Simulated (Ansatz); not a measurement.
## How the geometry moves the gap of NaCl (Halite)

Aim: gaps of NaCl (Halite) at the database cell and after a full relaxation.

Calculated with Ansatz 0.2.0; PBE, HSE06 and G0W0, plane waves, PAW.

## (1) The starting structure

The structure is cubic, space group Fm-3m (No. 225). Conventional cell: a = 5.640 Å, b = 5.640 Å, c = 5.640 Å, α = 90.00°, β = 90.00°, γ = 90.00°. Na has 6 Cl at 2.82 Å nearest. Nearest to Cl lie 6 Na at 2.82 Å. Farther neighbours, and contacts between anions beyond the nearest, are not listed.

Structure file:

```cif
data_structure
_symmetry_space_group_name_H-M 'Fm-3m'
_symmetry_Int_Tables_number 225
_cell_length_a 5.6401
_cell_length_b 5.6401
_cell_length_c 5.6401
_cell_angle_alpha 90.000
_cell_angle_beta 90.000
_cell_angle_gamma 90.000
_cell_volume 179.42
loop_
_atom_site_label
_atom_site_type_symbol
_atom_site_symmetry_multiplicity
_atom_site_Wyckoff_symbol
_atom_site_fract_x
_atom_site_fract_y
_atom_site_fract_z
_atom_site_occupancy
Na1 Na 4 a 0.00000 0.00000 0.00000 1
Cl1 Cl 4 b 0.50000 0.00000 0.00000 1
```

The cell and positions come from the Crystallography Open Database and are kept as given unless a step says otherwise. The runs that relaxed it are not among those shown. The default PAW set here is soft_2. Its files were made with PBE.

## (2) PBE bands at the given cell

The cheap functional maps the bands first; the places of the edges decide which points the dearer methods must see.

This step: DFT, PBE, plane waves, PAW.

Input file input.yaml:

```yaml
crystal:
  lattice:
    - [0.0, 2.82005, 2.82005]
    - [2.82005, 0.0, 2.82005]
    - [2.82005, 2.82005, 0.0]
  atoms:
    - { symbol: Na, position: [0.0, 0.0, 0.0] }
    - { symbol: Cl, position: [0.5, 0.5, 0.5] }
kpoints:
  mp_grid: { grid: [8, 8, 8] }
  band_path:
    path:
      - [[0.0, 0.0, 0.0], [0.5, 0.0, 0.5], [0.625, 0.25, 0.625]]
      - [[0.375, 0.375, 0.75], [0.0, 0.0, 0.0], [0.5, 0.5, 0.5], [0.5, 0.25, 0.75], [0.5, 0.0, 0.5]]
    npoints: 10
hamiltonian:
  xc: pbe
scf:
  occupations: { method: fermi_dirac, width: 0.02 }
  n_extra_bands: 4
output:
  eigenvalues: true
  write_density: true
  write_potential: true
  elf: true
  volumetric_format: npy
```

On the command line:

```console
$ ansatz run input.yaml --threads 3 --pin off --max-ram 92160MiB --backend cuda --events-out ev --progress --plain --runs-dir out --devices 1 --max-vram 13GiB
```

Output:

```text
scf.n_extra_bands = 4 over 8 filled bands (N_el = 16.0): the run solves 12 bands
GPUs: using 1 of 1 available (devices: 1).
Engine: ansatz 0.2.0, x86_64-unknown-linux-gnu
Pseudopotentials: kind: paw
Pseudopotential: Na, paw, valence charge 9, recommended cutoff 420 eV (normal), Na.paw.azcp
Pseudopotential: Cl, paw, valence charge 7, recommended cutoff 420 eV (normal), Cl.paw.azcp
Functional definition: PBE
  parameter kappa = 0.804
  parameter beta = 0.066725
  exchange = pbe_x(kappa = kappa, mu = beta*pi^2/3)
  correlation = pbe_c(beta = beta)
device memory: the entry about to start is reckoned to put 0.7 GiB on a device that reports 69.8 GiB free (of which the cap on the GPU budget leaves the run 13.0 GiB)
GPU FFT provider: cuFFT
GPU libraries: cuBLAS 13.8.2, cuFFT 12.4.0, cuSOLVER 12.3.4
Crystal: 2 atoms, lattice volume = 44.854 Å³
Basis set: ecut = 420 eV, 893 PW (Γ)
Bands: 12, of which v1, the nominal top of the filled ones, is band 8 counted from 1 (7 counted from 0)
Symmetry: 48 space group operations
Space group: Fm-3m (ITA 225), of the structure as read, at distance tolerance 3.6e-5 Å
k-points: 29 of 512
Non-local potential: Na, projectors of the file, l = 0: 3, l = 1: 2, l = 2: 1
Non-local potential: Cl, projectors of the file, l = 0: 2, l = 1: 2, l = 2: 2
PAW form: soft (Blöchl's): semilocal exchange-correlation on the pseudo side does not see the compensation charge
PAW one-centre angular grid: Na, 110 points (default); XC on 64 Gauss nodes
PAW one-centre angular grid: Cl, 110 points (default); XC on 64 Gauss nodes
Initial density: superposition of atomic densities (neutral atoms: chi_scale 0, normalization atom), corrected by the library's trained network
Initial wavefunctions: pseudopotential atomic-orbital guess
GPU buffer pool allocated for 19683 grid points (all kernels)
GPU transforms: local potential and band sums: pruned to the plane-wave sphere, on 25×27×27
Functional: x = pbe(κ = 0.804, μ = 0.219515), c = pbe(β = 0.066725)
SCF iter   1: F=—  HF=-2569.552055 eV  |F-HF|=—  |Δ(HF+E_count)|=         —  Δρ=9.59e-4  dr2=5.78e-4  ethr=1.77e-3  ⟨swp⟩=5.9  Hψ=2046  notcnv=0
preconditioner: auto → none  [insulator: Δε(μ)=5.105 eV  Ē_g=20.933 eV  σ=0.020 eV  W_gap=1.00  n_scr=14 (ndim 8)  ℏωp=20.7 eV  f_vac=0.033  D(μ)=0.00/eV (n_scr^D=0)  ε∞_Penn≈2.0]
SCF iter   2: F=—  HF=-2569.552188 eV  |F-HF|=—  |Δ(HF+E_count)|=   1.34e-4  Δρ=1.07e-3  dr2=7.83e-4  ethr=3.61e-6  ⟨swp⟩=2.0  Hψ=836  notcnv=0
SCF iter   3: F=—  HF=-2569.551982 eV  |F-HF|=—  |Δ(HF+E_count)|=   2.06e-4  Δρ=5.33e-4  dr2=2.00e-4  ethr=3.61e-6  ⟨swp⟩=2.0  Hψ=404  notcnv=0
SCF iter   4: F=—  HF=-2569.551923 eV  |F-HF|=—  |Δ(HF+E_count)|=   5.90e-5  Δρ=2.06e-4  dr2=3.03e-5  ethr=1.25e-6  ⟨swp⟩=2.3  Hψ=418  notcnv=0
SCF iter   5: F=—  HF=-2569.551937 eV  |F-HF|=—  |Δ(HF+E_count)|=   1.40e-5  Δρ=4.91e-5  dr2=1.67e-6  ethr=1.90e-7  ⟨swp⟩=2.0  Hψ=442  notcnv=0
SCF iter   6: F=—  HF=-2569.551937 eV  |F-HF|=—  |Δ(HF+E_count)|=   2.93e-7  Δρ=2.96e-5  dr2=6.40e-7  ethr=1.04e-8  ⟨swp⟩=1.1  Hψ=357  notcnv=0
SCF iter   7: F=—  HF=-2569.551937 eV  |F-HF|=—  |Δ(HF+E_count)|=   1.66e-7  Δρ=1.37e-5  dr2=1.35e-7  ethr=4.00e-9  ⟨swp⟩=2.0  Hψ=460  notcnv=0
SCF iter   8: F=-2569.551937 eV  HF=-2569.551937 eV  |F-HF|=7.94e-9  |Δ(HF+E_count)|=   4.14e-8  Δρ=3.88e-6  dr2=1.08e-8  ethr=6.25e-10  ⟨swp⟩=2.1  Hψ=673  notcnv=0
SCF 1 converged in 8 iterations: F = -2569.551937 eV  dr2 = 1.08e-8
[...]
device memory: the entry about to start is reckoned to put 0.8 GiB on a device that reports 65.4 GiB free (of which the cap on the GPU budget leaves the run 13.0 GiB)
NSCF: frozen V_eff on 62 k-points, pencils in batches of 32, up to order 56
SCF converged after 8 iterations
Free energy (F): -2569.551937 eV
Harris-Foulkes:  -2569.551937 eV  (|F-HF|=7.94e-9)
Internal energy: -2569.551937 eV  (E = F + TS)
E sigma→0 (E₀):  -2569.551937 eV
Fermi energy:    3.675351 eV
--- Per-component energies (eV) ---
  E_band       = -234.655094
  E_kinetic    = 283.102259
  E_local      = -1529.746539  (includes V_loc(G=0)·N_el)
  E_nonlocal   = 143.577964
  E_hartree    = 539.288152
  E_xc         = -147.093869
  E_vxc        = -173.387772  (∫ρ·V_xc dr)
  E_paw        = -922.542926  (= ΣΔE_a)
  E_vpaw       = -36.779073  (= ΣTr[D̂ρ^β])
  E_aug_tail   = 0.000073  (compensation charges beyond the density's cutoff)
  E_ewald      = -936.137051
  E_smearing   = -0.000000  (= −TS)
  E_closure    = -0.000000  (closes the sum)
  Σ components = -2569.551937   (vs F -2569.551937, Δ=0.00e0)
--- Band table (eV; the first three rows and the last of 29) ---
  k-point 0: bands = [... 4 lower, -11.5515, 1.1045, 1.1045, 1.1045, 6.2117, 12.1378, 12.1378, 12.1378]
  k-point 1: bands = [... 4 lower, -11.5050, 0.7368, 1.0640, 1.0640, 6.7071, 11.6194, 12.3267, 12.3267]
  k-point 2: bands = [... 4 lower, -11.3894, 0.0103, 0.9692, 0.9692, 7.6809, 11.0791, 12.4096, 12.4096]
  k-point 28: bands = [... 4 lower, -11.1531, -0.0801, -0.0801, 0.3535, 9.9018, 10.7759, 10.7759, 12.4155]
```

It took 6.7 s on 1 × NVIDIA H100 80GB HBM3 (shared by 6 runs) with 3 threads of AMD EPYC 7R13 (Zen 3), shared host; peak memory 0.88 GiB; 3.4 s of CPU time.

Read from the output:

```yaml
filled_bands: 8
gap: 5.107 eV
valence_top_at: Γ
conduction_bottom_at: Γ
least_direct_gap: 5.107 eV
```

The gap is direct, at Γ.

## (3) The relaxed cell

Cell and ions were relaxed with PBE; that run is not shown. It left this cell:

The structure is cubic, space group Fm-3m (No. 225). Conventional cell: a = 5.695 Å, b = 5.695 Å, c = 5.695 Å, α = 90.00°, β = 90.00°, γ = 90.00°. Na has 6 Cl at 2.85 Å nearest. Cl has 6 Na at 2.85 Å nearest. Farther neighbours, and contacts between anions beyond the nearest, are not listed.

## (4) PBE at the relaxed cell

The cell differs from the one that the last finished run ended in (a 3.988 → 4.027 Å, b 3.988 → 4.027 Å, c 3.988 → 4.027 Å).

input.yaml, the sections that differ from step 2:

```yaml
crystal:
  lattice:
    - [0.0, 2.847494635, 2.847494635]
    - [2.847494635, 0.0, 2.847494635]
    - [2.847494635, 2.847494635, 0.0]
  atoms:
    - { symbol: Na, position: [0.0, 0.0, 0.0] }
    - { symbol: Cl, position: [0.5, 0.5, 0.5] }
output:
  eigenvalues: true
# kpoints, hamiltonian, scf: as in step 2
```

Output:

```text
[...]
GPUs: using 1 of 1 available (devices: 1).
[...]
GPU FFT provider: cuFFT
GPU libraries: cuBLAS 13.8.2, cuFFT 12.4.0, cuSOLVER 12.3.4
Crystal: 2 atoms, lattice volume = 46.176 Å³
Basis set: ecut = 420 eV, 893 PW (Γ)
Bands: 12, of which v1, the nominal top of the filled ones, is band 8 counted from 1 (7 counted from 0)
Symmetry: 48 space group operations
[...]
k-points: 29 of 512
[...]
Fermi energy:    3.404407 eV
[...]
--- Band table (eV; the first three rows and the last of 29) ---
  k-point 0: bands = [... 4 lower, -11.7051, 0.8878, 0.8878, 0.8878, 5.8850, 11.8927, 11.8927, 11.8927]
  k-point 1: bands = [... 4 lower, -11.6623, 0.5364, 0.8498, 0.8498, 6.3686, 11.3695, 12.0741, 12.0741]
  k-point 2: bands = [... 4 lower, -11.5564, -0.1583, 0.7606, 0.7606, 7.3391, 10.7924, 12.1364, 12.1364]
  k-point 28: bands = [... 4 lower, -11.3386, -0.2409, -0.2409, 0.1736, 9.5657, 10.4832, 10.4832, 12.0554]
[key lines of the parts left out:]
SCF converged after 8 iterations
Free energy (F): -2569.554978 eV
```

Wall time 7.5 s (1 × NVIDIA H100 80GB HBM3 (shared by 6 runs) with 3 threads); peak memory 0.87 GiB; 2.9 s of CPU time.

Read from the output:

```yaml
gap: 4.997 eV
valence_top_at: Γ
conduction_bottom_at: Γ
least_direct_gap: 4.997 eV
```

The gap is direct, at Γ.

## (5) HSE06 at the relaxed cell

HSE06 mixes in a quarter of exact exchange at short range. Exchange couples all pairs of k points, which makes a full band path dear, so levels are read on the mesh and at chosen points.

This step: DFT, HSE06, plane waves, PAW.

input.yaml, the sections that differ from step 4:

```yaml
kpoints:
  mp_grid: { grid: [4, 4, 4] }
  band_path:
    path:
      - [0.0, 0.0, 0.0]
      - [0.5, 0.0, 0.5]
      - [0.625, 0.25, 0.625]
      - [0.375, 0.375, 0.75]
      - [0.5, 0.5, 0.5]
      - [0.5, 0.25, 0.75]
    npoints: 1
hamiltonian:
  xc: hse06
scf:
  occupations: { method: fixed }
  n_extra_bands: 4
# crystal, output: as in step 4
```

Output:

```text
[...]
GPUs: using 1 of 1 available (devices: 1).
[...]
davidson cushion auto → on  (no smearing: the cushion is to keep the highest requested band from converging to the state above it; pin scf.eigensolver.cushion to override)
[...]
GPU FFT provider: cuFFT
GPU libraries: cuBLAS 13.8.2, cuFFT 12.4.0, cuSOLVER 12.3.4
Crystal: 2 atoms, lattice volume = 46.176 Å³
Basis set: ecut = 420 eV, 893 PW (Γ)
[...]
E sigma→0 (E₀):  -2570.495449 eV
Fermi energy:    -0.101023 eV
[...]
--- Band table (eV; the first three rows and the last of 8) ---
  k-point 0: bands = [... 4 lower, -13.8758, -0.1010, -0.1010, -0.1010, 6.2622, 12.4117, 12.4117, 12.4117]
  k-point 1: bands = [... 4 lower, -13.7149, -1.1912, -0.2383, -0.2383, 7.7426, 11.2614, 12.6959, 12.6959]
  k-point 2: bands = [... 4 lower, -13.5449, -2.0461, -0.3686, -0.3686, 8.4586, 11.9007, 12.2648, 12.2648]
  k-point 7: bands = [... 4 lower, -13.4762, -1.3078, -1.3078, -0.8557, 10.1084, 10.9305, 10.9305, 12.6393]
[key lines of the parts left out:]
Free energy (F): -2570.495449 eV
```

Wall time 16 s (1 × NVIDIA H100 80GB HBM3 (shared by 6 runs) with 3 threads); peak memory 1 GiB; 12 s of CPU time.

Numbers from this step:

```yaml
gap: 6.363 eV
valence_top_at: Γ
conduction_bottom_at: Γ
least_direct_gap: 6.363 eV
```

The gap stands +1.37 eV against PBE.

## (6) G0W0 at the relaxed cell

Now the one-shot GW correction: screening in the RPA, then the self-energy of the levels asked for.

This step: G0W0 on PBE, plane waves, PAW.

Input file input.yaml:

```yaml
crystal:
  lattice:
    - [0.0, 2.847494635, 2.847494635]
    - [2.847494635, 0.0, 2.847494635]
    - [2.847494635, 2.847494635, 0.0]
  atoms:
    - { symbol: Na, position: [0.0, 0.0, 0.0] }
    - { symbol: Cl, position: [0.5, 0.5, 0.5] }
kpoints:
  mp_grid: { grid: [6, 6, 6] }
hamiltonian:
  xc: pbe
scf:
  occupations: { method: fixed }
gw:
  n_empty_bands: 137
  ecut_chi: 120
  qp_bands: [v2, c2]
  qp_kpoints: band_edges
  screening: { model: contour_deformation }
```

Output:

```text
GPUs: using 1 of 1 available (devices: 1).
[...]
GPU FFT provider: cuFFT
GPU libraries: cuBLAS 13.8.2, cuFFT 12.4.0, cuSOLVER 12.3.4
Crystal: 2 atoms, lattice volume = 46.176 Å³
Basis set: ecut = 420 eV, 893 PW (Γ)
Bands: 12, of which v1, the nominal top of the filled ones, is band 8 counted from 1 (7 counted from 0)
Symmetry: 48 space group operations
[...]
k-points: 16 of 216
[...]
1    10     11.1237    -3.6401    -3.4429    -8.1467  0.8450    12.1993    12.1873  root
[...]
13     7      0.1823   -20.1601     2.6019   -15.5525  0.7951    -1.8782    -1.8234  root
    13     8      0.4881   -20.5364     2.5415   -16.0393  0.7961    -1.5168    -1.4675  root
    13     9      9.0957    -5.7798    -3.4113   -10.3122  0.8440    10.2289    10.2168  root
    13    10     10.0126    -3.9226    -3.2952    -8.1916  0.8481    10.9954    10.9864  root
[key lines of the parts left out:]
SCF converged after 7 iterations
Free energy (F): -2569.554958 eV
Fermi energy:    0.887919 eV
```

The job ended after 18 s (1 × NVIDIA H100 80GB HBM3 (shared by 6 runs) with 3 threads; peak memory 1.1 GiB).

Numbers from this step:

- bands summed: 145
- RPA ε∞ on this mesh (eigenvalues): 2.315, 2.315, 2.315
- plane waves in the screening matrix: 137
- G0W0 gap on the mesh: 7.703 eV
- k of the valence top: 0, 0, 0
- k of the conduction bottom: 0, 0, 0
- starting gap on the mesh: 4.997 eV
- least direct G0W0 gap on the computed points: 7.703 eV

The gap on the mesh goes from 5.00 eV to 7.70 eV, a correction of +2.71 eV. Between the two edge states, bare exchange in place of the xc potential would open the gap by 8.25 eV, and correlation takes back 5.55 eV.

## (7) G0W0 at the given cell

input.yaml, the sections that differ from step 6:

```yaml
crystal:
  lattice:
    - [0.0, 2.82005, 2.82005]
    - [2.82005, 0.0, 2.82005]
    - [2.82005, 2.82005, 0.0]
  atoms:
    - { symbol: Na, position: [0.0, 0.0, 0.0] }
    - { symbol: Cl, position: [0.5, 0.5, 0.5] }
gw:
  n_empty_bands: 133
  ecut_chi: 120
  qp_bands: [v2, c2]
  qp_kpoints: band_edges
  screening: { model: contour_deformation }
# kpoints, hamiltonian, scf: as in step 6
```

Output:

```text
GPUs: using 1 of 1 available (devices: 1).
[...]
GPU FFT provider: cuFFT
GPU libraries: cuBLAS 13.8.2, cuFFT 12.4.0, cuSOLVER 12.3.4
Crystal: 2 atoms, lattice volume = 44.854 Å³
Basis set: ecut = 420 eV, 893 PW (Γ)
Bands: 12, of which v1, the nominal top of the filled ones, is band 8 counted from 1 (7 counted from 0)
Symmetry: 48 space group operations
[...]
k-points: 16 of 216
[...]
1    10     11.3796    -3.7310    -3.4829    -8.2883  0.8454    12.4658    12.4540  root
[...]
13     7      0.3627   -20.2042     2.6106   -15.5885  0.7967    -1.6952    -1.6424  root
    13     8      0.6826   -20.5805     2.5471   -16.0803  0.7976    -1.3179    -1.2705  root
    13     9      9.4595    -5.8757    -3.4586   -10.4636  0.8442    10.6008    10.5889  root
    13    10     10.2616    -4.0074    -3.3324    -8.3231  0.8485    11.2538    11.2449  root
[key lines of the parts left out:]
SCF converged after 8 iterations
Free energy (F): -2569.551913 eV
Fermi energy:    1.104588 eV
```

It took 17 s on 1 × NVIDIA H100 80GB HBM3 (shared by 6 runs) with 3 threads; peak memory 1.1 GiB.

Read from the output:

```yaml
bands_summed: 141
rpa_eps_infinity_on_this_mesh_eigenvalues: 2.338, 2.338, 2.338
plane_waves_in_the_screening_matrix: 137
g0w0_gap_on_the_mesh: 7.812 eV
k_of_the_valence_top: 0, 0, 0
k_of_the_conduction_bottom: 0, 0, 0
starting_gap_on_the_mesh: 5.107 eV
least_direct_g0w0_gap_on_the_computed_points: 7.812 eV
```

The gap on the mesh goes from 5.11 eV to 7.81 eV, a correction of +2.70 eV. Between the two edge states, bare exchange in place of the xc potential would open the gap by 8.30 eV, and correlation takes back 5.59 eV.

## (8) Together

G0W0 rows are gaps on the mesh, lowered where the mesh misses an edge of the band path.

| level | given cell (eV) | relaxed cell (eV) | change (eV) |
| --- | --- | --- | --- |
| PBE | 5.11 | 5.00 | −0.11 |
| HSE06 | - | 6.36 | - |
| G0W0@PBE | 7.81 | 7.70 | −0.11 |

## (9) What came out

| Item | Value |
| --- | --- |
| volume change | +2.9 % |
| PBE, given cell | 5.11 eV |
| PBE, relaxed cell | 5.00 eV |
| HSE06, relaxed cell | 6.36 eV |
| G0W0@PBE, relaxed cell | 7.70 eV |
| G0W0@PBE, given cell | 7.81 eV |
| known limits | short of the basis limit |

**Reading.** Relaxation changes the volume by +2.9 % and the gap by −0.11 eV (PBE) and −0.11 eV (G0W0@PBE). Bands and cutoff are finite, so the gap stands short of the basis limit, usually by up to a few tenths of an eV; the mesh is an error of its own.

[Long decimals in the printed logs are rounded to 6 places.]

[Logs are printed without paths, hosts, clocks, repeated set-up lines and the standing remarks that a program may print on its own settings, such as how far it seeks lower states.]

[Paths, hosts, dates, memory and timing lines, banners, echoed tables and standing remarks are left out of the program output; an Ansatz launch command may be rebuilt from the run's recorded settings. Measured values are a selection of at most five: reports struck by readers or far from the other reports are left out. None is set beside runs whose start may be inverted or whose files or cutoffs have a known fault.]

[Runs of the session that timed out or met a known fault of the program may be left out.]

[Cells called generated may have been cut or substituted from an entry of the Crystallography Open Database or the Materials Project.]

[Hosts, paths, dates, database ids (printed as entryN), source tags and the programs' standing remarks are cut or masked in the printed files.]

[Where the starting crystal was built by hand or by swapping elements, it need not be the compound's stable phase.]
